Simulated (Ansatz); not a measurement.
# Rb on Al(100): change of the work function, part 2 of 5

Aim: the work function of Al(100) at several coverages of Rb (hollow site), and the dipole that each adsorbate carries.

Ansatz 0.2.0; plane-wave DFT, LDA, Ansatz PAW (the session's first sound run).

So far, work function, upper face (eV): step 2 (the clean slab) 4.49.

## (3) Adsorbate added, k-mesh 4×4×1, coverage 0.111 ML

System of this step: Rb/Al(100). The cell holds 37 atoms: 36 Al and 1 Rb. Its edges and angles: a = 8.591 Å, b = 8.591 Å, c = 27.070 Å, α = 90.0°, β = 90.0°, γ = 90.0°. Vacuum lies along c.

The clean slab as it ended is repeated in the plane and the adsorbate is set on one face; the cell's size fixes the coverage, and the k-mesh shrinks with it to keep the sampling density about even. Adsorbate and upper layers relax, since the dipole depends on the height.

input.yaml reads:

```yaml
crystal:
  lattice:
    - [8.5913473914, 0.0, 0.0]
    - [0.0, 8.5913473914, 0.0]
    - [0.0, 0.0, 27.0697970635]
  atoms:
    - { symbol: Al, position: [0.1666666667, 0.1666666667, 0.332473863] }
    - { symbol: Al, position: [0.0, 0.0, 0.4072804821] }
    - { symbol: Al, position: [0.1666666667, 0.1666666667, 0.4835908631] }
    - { symbol: Al, position: [0.0, 0.0, 0.5584431087] }
    - { symbol: Al, position: [0.1666666667, 0.5, 0.332473863] }
    - { symbol: Al, position: [0.0, 0.3333333333, 0.4072804821] }
    - { symbol: Al, position: [0.1666666667, 0.5, 0.4835908631] }
    - { symbol: Al, position: [0.0, 0.3333333333, 0.5584431087] }
    - { symbol: Al, position: [0.1666666667, 0.8333333333, 0.332473863] }
    - { symbol: Al, position: [0.0, 0.6666666667, 0.4072804821] }
    - { symbol: Al, position: [0.1666666667, 0.8333333333, 0.4835908631] }
    - { symbol: Al, position: [0.0, 0.6666666667, 0.5584431087] }
    - { symbol: Al, position: [0.5, 0.1666666667, 0.332473863] }
    - { symbol: Al, position: [0.3333333333, 0.0, 0.4072804821] }
    - { symbol: Al, position: [0.5, 0.1666666667, 0.4835908631] }
    - { symbol: Al, position: [0.3333333333, 0.0, 0.5584431087] }
    - { symbol: Al, position: [0.5, 0.5, 0.332473863] }
    - { symbol: Al, position: [0.3333333333, 0.3333333333, 0.4072804821] }
    - { symbol: Al, position: [0.5, 0.5, 0.4835908631] }
    - { symbol: Al, position: [0.3333333333, 0.3333333333, 0.5584431087] }
    - { symbol: Al, position: [0.5, 0.8333333333, 0.332473863] }
    - { symbol: Al, position: [0.3333333333, 0.6666666667, 0.4072804821] }
    - { symbol: Al, position: [0.5, 0.8333333333, 0.4835908631] }
    - { symbol: Al, position: [0.3333333333, 0.6666666667, 0.5584431087] }
    - { symbol: Al, position: [0.8333333333, 0.1666666667, 0.332473863] }
    - { symbol: Al, position: [0.6666666667, 0.0, 0.4072804821] }
    - { symbol: Al, position: [0.8333333333, 0.1666666667, 0.4835908631] }
    - { symbol: Al, position: [0.6666666667, 0.0, 0.5584431087] }
    - { symbol: Al, position: [0.8333333333, 0.5, 0.332473863] }
    - { symbol: Al, position: [0.6666666667, 0.3333333333, 0.4072804821] }
    - { symbol: Al, position: [0.8333333333, 0.5, 0.4835908631] }
    - { symbol: Al, position: [0.6666666667, 0.3333333333, 0.5584431087] }
    - { symbol: Al, position: [0.8333333333, 0.8333333333, 0.332473863] }
    - { symbol: Al, position: [0.6666666667, 0.6666666667, 0.4072804821] }
    - { symbol: Al, position: [0.8333333333, 0.8333333333, 0.4835908631] }
    - { symbol: Al, position: [0.6666666667, 0.6666666667, 0.5584431087] }
    - { symbol: Rb, position: [0.1666666667, 0.1666666667, 0.667526137] }
kpoints:
  mp_grid: { grid: [4, 4, 1] }
hamiltonian:
  xc: lda
scf:
  occupations: { method: fermi_dirac, width: 0.1 }
  convergence: { dr2_threshold: 1.0e-08 }
efield:
  axis: 3
  dipole_correction: true
  ramp_position: 0.97
  ramp_width: 0.06
relax:
  f_tol: 0.02
  max_steps: 60
  constraints:
    - { sites: [0, 1, 4, 5, 8, 9, 12, 13, 16, 17, 20, 21, 24, 25, 28, 29, 32, 33] }
output:
  bader: true
  write_potential: true
  write_density: true
  volumetric_format: npy
```

Run with:

```console
$ ansatz run input.yaml --threads 2 --pin off --max-ram 3072MiB --backend cpu --events-out ev --progress --plain --runs-dir out
```

Numbers of over 12 decimals in the logs are rounded to 6 here.

Output:

```text
[...]
Crystal: 37 atoms, lattice volume = 1998.056 Å³
Basis set: ecut = 420 eV, 39099 PW (Γ)
Bands: 96, of which v1, the nominal top of the filled ones, is band 59 counted from 1 (58 counted from 0)
Symmetry: 8 space group operations
[...]
k-points: 6 of 16
[...]
SCF iter   1: F=—  HF=-21624.980752 eV  |F-HF|=—  |Δ(HF+E_count)|=         —  Δρ=2.18e-3  dr2=5.37e-1  ethr=1.77e-3  p=0.878 e·Å  D=7.95e-2 V/Å  ΔV_dip=-2.15 eV  dr2_dipole=6.79e-2  V_vac-E_F(+/−)=2.18/4.34 eV  ⟨swp⟩=20.3  Hψ=5430  notcnv=0  defer=6
[...]
SCF iter   8: F=-21624.931224 eV  HF=-21624.931224 eV  |F-HF|=1.32e-9  |Δ(HF+E_count)|=  4.00e-10  Δρ=1.65e-7  dr2=7.84e-10  ethr=8.55e-12  p=1.036 e·Å  D=9.39e-2 V/Å  ΔV_dip=-2.54 eV  dr2_dipole=2.19e-11  V_vac-E_F(+/−)=1.91/4.45 eV  ⟨swp⟩=10.7  Hψ=4079  notcnv=0
SCF 1 converged in 8 iterations: F = -21624.931224 eV  dr2 = 7.84e-10
[...]
relax step   1: F+E_penalty+E_count = -21624.93122446 eV  Δ(F+E_penalty+E_count) = +0.000e0 eV  max|allowed force component| = 1.733e-1 eV/Å  Δτ_max = 0.0000 Å  (8 SCF iters, accepted)
[...]
SCF iter   8: F=-21625.133475 eV  HF=-21625.133475 eV  |F-HF|=1.45e-9  |Δ(HF+E_count)|=   4.02e-8  Δρ=2.97e-7  dr2=5.07e-9  ethr=8.55e-12  p=1.006 e·Å  D=9.11e-2 V/Å  ΔV_dip=-2.47 eV  dr2_dipole=2.15e-10  V_vac-E_F(+/−)=1.98/4.45 eV  ⟨swp⟩=11.2  Hψ=4292  notcnv=0
SCF 2 converged in 8 iterations: F = -21625.133475 eV  dr2 = 5.07e-9
relax step   2: F+E_penalty+E_count = -21625.13347534 eV  Δ(F+E_penalty+E_count) = -2.023e-1 eV  max|allowed force component| = 7.091e-2 eV/Å  Δτ_max = 0.1954 Å  (8 SCF iters, accepted)
SCF iter   1: F=—  HF=-21625.134887 eV  |F-HF|=—  |Δ(HF+E_count)|=         —  Δρ=1.41e-4  dr2=1.54e-3  ethr=4.45e-5  p=1.006 e·Å  D=9.11e-2 V/Å  ΔV_dip=-2.47 eV  dr2_dipole=3.99e-5  V_vac-E_F(+/−)=1.98/4.45 eV  ⟨swp⟩=5.8  Hψ=1768  notcnv=0  defer=9
[...]
SCF iter   6: F=-21625.135024 eV  HF=-21625.135024 eV  |F-HF|=1.59e-9  |Δ(HF+E_count)|=   2.69e-9  Δρ=2.95e-7  dr2=3.81e-9  ethr=8.55e-12  p=0.995 e·Å  D=9.01e-2 V/Å  ΔV_dip=-2.44 eV  dr2_dipole=1.25e-9  V_vac-E_F(+/−)=2.01/4.45 eV  ⟨swp⟩=11.3  Hψ=4467  notcnv=0
SCF 3 converged in 6 iterations: F = -21625.135024 eV  dr2 = 3.81e-9
relax step   3: F+E_penalty+E_count = -21625.13502378 eV  Δ(F+E_penalty+E_count) = -1.548e-3 eV  max|allowed force component| = 3.709e-2 eV/Å  Δτ_max = 0.0277 Å  (6 SCF iters, accepted)
SCF iter   1: F=—  HF=-21625.135253 eV  |F-HF|=—  |Δ(HF+E_count)|=         —  Δρ=6.45e-5  dr2=3.65e-4  ethr=2.48e-6  p=0.995 e·Å  D=9.01e-2 V/Å  ΔV_dip=-2.44 eV  dr2_dipole=1.21e-4  V_vac-E_F(+/−)=2.01/4.45 eV  ⟨swp⟩=6.5  Hψ=1697  notcnv=0  defer=4
[...]
SCF iter   6: F=-21625.135341 eV  HF=-21625.135341 eV  |F-HF|=5.78e-10  |Δ(HF+E_count)|=   3.41e-9  Δρ=1.13e-7  dr2=1.19e-9  ethr=8.55e-12  p=0.986 e·Å  D=8.93e-2 V/Å  ΔV_dip=-2.42 eV  dr2_dipole=1.75e-10  V_vac-E_F(+/−)=2.03/4.45 eV  ⟨swp⟩=9.2  Hψ=3561  notcnv=0
SCF 4 converged in 6 iterations: F = -21625.135341 eV  dr2 = 1.19e-9
relax step   4: F+E_penalty+E_count = -21625.13534093 eV  Δ(F+E_penalty+E_count) = -3.172e-4 eV  max|allowed force component| = 2.315e-3 eV/Å  Δτ_max = 0.0159 Å  (6 SCF iters, accepted)
NSCF: frozen V_eff on 6 k-points
the band table was solved once a step of the walk had ended and its energy, with any forces and stress, was formed, with the checks that follow a solve (3879 applications of the Hamiltonian). They found nothing against the state; the energy, forces and stress were not computed again (output.eigenvalues in the input reference)
[...]
SCF converged after 6 iterations
Free energy (F): -21625.135341 eV
[...]
Internal energy: -21624.613401 eV  (E = F + TS)
E sigma→0 (E₀):  -21624.874371 eV
Entropy (-TS):   -0.521940 eV (-14.106 meV/atom)
Fermi energy:    0.248201 eV
Dipole field:    D = 0.089332 V/Å  (p = 0.986403 e·Å, saw-weighted, corrected)
Work function:   Φ+ = 2.0312 eV   Φ− = 4.4494 eV
[...]
--- Forces (eV/Å), atoms counted from 1 ---
  atom   1  Al    -0.00000000     0.00000000     0.07730949
  atom   2  Al    -0.01346682    -0.01346682    -0.05278307
  atom   3  Al     0.00000000     0.00000000    -0.00137464
  atom   4  Al    -0.00041109    -0.00041109     0.00231541
  atom   5  Al     0.00000000     0.00991461     0.06500697
  atom   6  Al    -0.01346682     0.01346682    -0.05278307
  atom   7  Al     0.00000000    -0.00001617    -0.00069317
  atom   8  Al    -0.00041109     0.00041109     0.00231541
  atom   9  Al     0.00000000    -0.00991461     0.06500697
  atom  10  Al    -0.01576466     0.00000000    -0.06627031
  atom  11  Al     0.00000000     0.00001617    -0.00069317
  atom  12  Al     0.00009658     0.00000000    -0.00083947
  atom  13  Al     0.00991461     0.00000000     0.06500697
  atom  14  Al     0.01346682    -0.01346682    -0.05278307
  atom  15  Al    -0.00001617     0.00000000    -0.00069317
  atom  16  Al     0.00041109    -0.00041109     0.00231541
  atom  17  Al     0.00377172     0.00377172     0.05973417
  atom  18  Al     0.01346682     0.01346682    -0.05278307
  atom  19  Al    -0.00055388    -0.00055388     0.00003104
  atom  20  Al     0.00041109     0.00041109     0.00231541
  atom  21  Al     0.00377172    -0.00377172     0.05973417
  atom  22  Al     0.01576466     0.00000000    -0.06627031
  atom  23  Al    -0.00055388     0.00055388     0.00003104
  atom  24  Al    -0.00009658     0.00000000    -0.00083947
  atom  25  Al    -0.00991461     0.00000000     0.06500697
  atom  26  Al     0.00000000    -0.01576466    -0.06627031
  atom  27  Al     0.00001617     0.00000000    -0.00069317
  atom  28  Al     0.00000000     0.00009658    -0.00083947
  atom  29  Al    -0.00377172     0.00377172     0.05973417
  atom  30  Al     0.00000000     0.01576466    -0.06627031
  atom  31  Al     0.00055388    -0.00055388     0.00003104
  atom  32  Al     0.00000000    -0.00009658    -0.00083947
  atom  33  Al    -0.00377172    -0.00377172     0.05973417
  atom  34  Al     0.00000000     0.00000000    -0.09956008
  atom  35  Al     0.00055388     0.00055388     0.00003104
  atom  36  Al     0.00000000     0.00000000    -0.00109083
  atom  37  Rb     0.00000000     0.00000000    -0.00136076
  max |Σ_I F_I| component: 7.05e-5 eV/Å
--- Band table (eV; the first three rows and the last of 6) ---
  k-point 0: bands = [... 55 lower, -0.0793, -0.0665, -0.0013, -0.0013, 0.0008, 0.0175, 0.1138, 0.1138, ... 33 higher]
  k-point 1: bands = [... 55 lower, -0.3672, 0.2132, 0.2378, 0.4135, 0.4186, 0.5941, 0.5981, 0.6709, ... 33 higher]
  k-point 2: bands = [... 55 lower, -0.7015, 0.2175, 0.3033, 0.5190, 0.5649, 0.5787, 0.5970, 1.1788, ... 33 higher]
  k-point 5: bands = [... 55 lower, 0.4526, 0.6246, 0.6246, 0.6830, 0.7451, 0.7493, 0.7540, 0.7737, ... 33 higher]
--- Relaxed structure (4 steps of the walk, 4 accepted, 0 SCFs on fresh bases) ---
  F+E_penalty+E_count = -21625.13534093 eV   max|allowed force component| = 2.315e-3 eV/Å
  atoms:
    - { symbol: Al, position: [0.166667, 0.166667, 0.332473863] }
    - { symbol: Al, position: [1.6666659794015235e-11, 1.6666659794015235e-11, 0.407280] }
    - { symbol: Al, position: [0.166667, 0.166667, 0.479364] }
    - { symbol: Al, position: [-0.00179962, -0.00179962, 0.551570] }
    - { symbol: Al, position: [0.166667, 0.500000, 0.332473863] }
    - { symbol: Al, position: [1.6666659794015235e-11, 0.333333, 0.407280] }
    - { symbol: Al, position: [0.166667, 0.500700, 0.479306] }
    - { symbol: Al, position: [-0.00179962, 0.335133, 0.551570] }
    - { symbol: Al, position: [0.166667, 0.833333, 0.332473863] }
    - { symbol: Al, position: [1.6666659794015235e-11, 0.666667, 0.407280] }
    - { symbol: Al, position: [0.166667, 0.832634, 0.479306] }
    - { symbol: Al, position: [-2.6904006742725317e-5, 0.666667, 0.553350] }
    - { symbol: Al, position: [0.500000, 0.166667, 0.332473863] }
    - { symbol: Al, position: [0.333333, 1.6666659794015235e-11, 0.407280] }
    - { symbol: Al, position: [0.500700, 0.166667, 0.479306] }
    - { symbol: Al, position: [0.335133, -0.00179962, 0.551570] }
    - { symbol: Al, position: [0.500000, 0.500000, 0.332473863] }
    - { symbol: Al, position: [0.333333, 0.333333, 0.407280] }
    - { symbol: Al, position: [0.500679, 0.500679, 0.479445] }
    - { symbol: Al, position: [0.335133, 0.335133, 0.551570] }
    - { symbol: Al, position: [0.500000, 0.833333, 0.332473863] }
    - { symbol: Al, position: [0.333333, 0.666667, 0.407280] }
    - { symbol: Al, position: [0.500679, 0.832654, 0.479445] }
    - { symbol: Al, position: [0.333360, 0.666667, 0.553350] }
    - { symbol: Al, position: [0.833333, 0.166667, 0.332473863] }
    - { symbol: Al, position: [0.666667, 1.6666659794015235e-11, 0.407280] }
    - { symbol: Al, position: [0.832634, 0.166667, 0.479306] }
    - { symbol: Al, position: [0.666667, -2.6904006742725304e-5, 0.553350] }
    - { symbol: Al, position: [0.833333, 0.500000, 0.332473863] }
    - { symbol: Al, position: [0.666667, 0.333333, 0.407280] }
    - { symbol: Al, position: [0.832654, 0.500679, 0.479445] }
    - { symbol: Al, position: [0.666667, 0.333360, 0.553350] }
    - { symbol: Al, position: [0.833333, 0.833333, 0.332473863] }
    - { symbol: Al, position: [0.666667, 0.666667, 0.407280] }
    - { symbol: Al, position: [0.832654, 0.832654, 0.479445] }
    - { symbol: Al, position: [0.666667, 0.666667, 0.553451] }
    - { symbol: Rb, position: [0.166667, 0.166667, 0.658700] }
--- Bader charges: 37 sites ---
  site symbol  charge [e]  shift [e]
     0     Al      0.0206     0.0000
     1     Al     -0.0171     0.0000
     2     Al     -0.0202     0.0000
     3     Al     -0.1132     0.0000
     4     Al      0.0179     0.0000
     5     Al     -0.0172     0.0000
     6     Al     -0.0202     0.0000
     7     Al     -0.1132     0.0000
     8     Al      0.0179     0.0000
     9     Al     -0.0156     0.0000
    10     Al     -0.0202     0.0000
    11     Al     -0.0295     0.0000
    12     Al      0.0179     0.0000
    13     Al     -0.0172     0.0000
    14     Al     -0.0202     0.0000
    15     Al     -0.1132     0.0000
    16     Al      0.0157     0.0000
    17     Al     -0.0172     0.0000
    18     Al     -0.0118     0.0000
    19     Al     -0.1132     0.0000
    20     Al      0.0157     0.0000
    21     Al     -0.0156     0.0000
    22     Al     -0.0118     0.0000
    23     Al     -0.0295     0.0000
    24     Al      0.0179     0.0000
    25     Al     -0.0156     0.0000
    26     Al     -0.0202     0.0000
    27     Al     -0.0295     0.0000
    28     Al      0.0157     0.0000
    29     Al     -0.0156     0.0000
    30     Al     -0.0118     0.0000
    31     Al     -0.0295     0.0000
    32     Al      0.0157     0.0000
    33     Al     -0.0156     0.0000
    34     Al     -0.0118     0.0000
    35     Al     -0.0208     0.0000
    36     Rb      0.7311     0.0000
  estimated error of the sums over rays = 3.1e-4 e
```

Elapsed: 12 min, on 2 threads of Arm Neoverse N1, shared host; peak memory 2.4 GiB.

Relaxation path:

```csv
step,energy less that of the first step (eV),largest force component (eV/Å)
1,0.0000,0.1733
2,-0.2023,0.0709
3,-0.2038,0.0371
4,-0.2041,0.0023
```

The run keeps the 8 symmetry operations that it works with, so distortions that break them were not tested.

The atoms that moved most (Å):

```csv
atom,dx,dy,dz,length
Rb37,0.000,0.000,-0.239,0.239
Al4,-0.015,-0.015,-0.186,0.187
Al16,0.015,-0.015,-0.186,0.187
Al8,-0.015,0.015,-0.186,0.187
Al20,0.015,0.015,-0.186,0.187
Al28,0.000,0.000,-0.138,0.138
Al24,0.000,0.000,-0.138,0.138
Al32,0.000,0.000,-0.138,0.138
```

Final coordinates:

```cif
data_structure
_symmetry_space_group_name_H-M 'P 1'
_symmetry_Int_Tables_number 1
_cell_length_a 8.5913
_cell_length_b 8.5913
_cell_length_c 27.0698
_cell_angle_alpha 90.000
_cell_angle_beta 90.000
_cell_angle_gamma 90.000
_cell_volume 1998.06
loop_
_atom_site_label
_atom_site_type_symbol
_atom_site_fract_x
_atom_site_fract_y
_atom_site_fract_z
_atom_site_occupancy
Al1 Al 0.16667 0.16667 0.33247 1
Al2 Al 0.00000 0.00000 0.40728 1
Al3 Al 0.16667 0.16667 0.47936 1
Al4 Al 0.99820 0.99820 0.55157 1
Al5 Al 0.16667 0.50000 0.33247 1
Al6 Al 0.00000 0.33333 0.40728 1
Al7 Al 0.16667 0.50070 0.47931 1
Al8 Al 0.99820 0.33513 0.55157 1
Al9 Al 0.16667 0.83333 0.33247 1
Al10 Al 0.00000 0.66667 0.40728 1
Al11 Al 0.16667 0.83263 0.47931 1
Al12 Al 0.99997 0.66667 0.55335 1
Al13 Al 0.50000 0.16667 0.33247 1
Al14 Al 0.33333 0.00000 0.40728 1
Al15 Al 0.50070 0.16667 0.47931 1
Al16 Al 0.33513 0.99820 0.55157 1
Al17 Al 0.50000 0.50000 0.33247 1
Al18 Al 0.33333 0.33333 0.40728 1
Al19 Al 0.50068 0.50068 0.47945 1
Al20 Al 0.33513 0.33513 0.55157 1
Al21 Al 0.50000 0.83333 0.33247 1
Al22 Al 0.33333 0.66667 0.40728 1
Al23 Al 0.50068 0.83265 0.47945 1
Al24 Al 0.33336 0.66667 0.55335 1
Al25 Al 0.83333 0.16667 0.33247 1
Al26 Al 0.66667 0.00000 0.40728 1
Al27 Al 0.83263 0.16667 0.47931 1
Al28 Al 0.66667 0.99997 0.55335 1
Al29 Al 0.83333 0.50000 0.33247 1
Al30 Al 0.66667 0.33333 0.40728 1
Al31 Al 0.83265 0.50068 0.47945 1
Al32 Al 0.66667 0.33336 0.55335 1
Al33 Al 0.83333 0.83333 0.33247 1
Al34 Al 0.66667 0.66667 0.40728 1
Al35 Al 0.83265 0.83265 0.47945 1
Al36 Al 0.66667 0.66667 0.55345 1
Rb37 Rb 0.16667 0.16667 0.65870 1
```

This step gave:

- energy at zero smearing: -21624.8744 eV
- work function, upper face: 2.031 eV
- work function, lower face: 4.449 eV
- dipole along the normal: 0.9864 e·Å
- step between the vacuum levels: -2.418 eV

Running mean over 2.025 Å of the planar mean; the ramp of the sawtooth is left out. Table of electron's electrostatic potential energy less the Fermi level by z:

```csv
z (Å),electron's electrostatic potential energy less the Fermi level (eV)
4,4.45
5,4.44
6,4.38
7,3.63
8,-0.449
9,-4.16
10,-4.53
11,-4.61
12,-4.81
13,-4.66
14,-4.70
15,-4.14
16,-0.560
17,1.65
18,0.991
19,1.54
20,2.01
21,2.03
22,2.03
23,2.03
```

The relaxation took 4 steps and lowered the energy by 0.20 eV; the largest force on the free atoms ends at 0.0023 eV/Å.

The covered face has 2.03 eV, -2.46 eV against the clean one; the bare back face has moved by -0.04 eV, a measure of how thin the slab is.

[end of part 2 of 5]

[Logs are printed without paths, hosts, clocks, repeated set-up lines and the standing remarks that a program may print on its own settings, such as how far it seeks lower states.]

[Hosts, paths, dates, database ids (printed as entryN), source tags and the programs' standing remarks are cut or masked in the printed files.]

[Maps of the electrostatic potential energy from Ansatz leave out the sawtooth potential of an applied field or a dipole correction, so their vacuum need not be flat; planar profiles and work functions include it.]
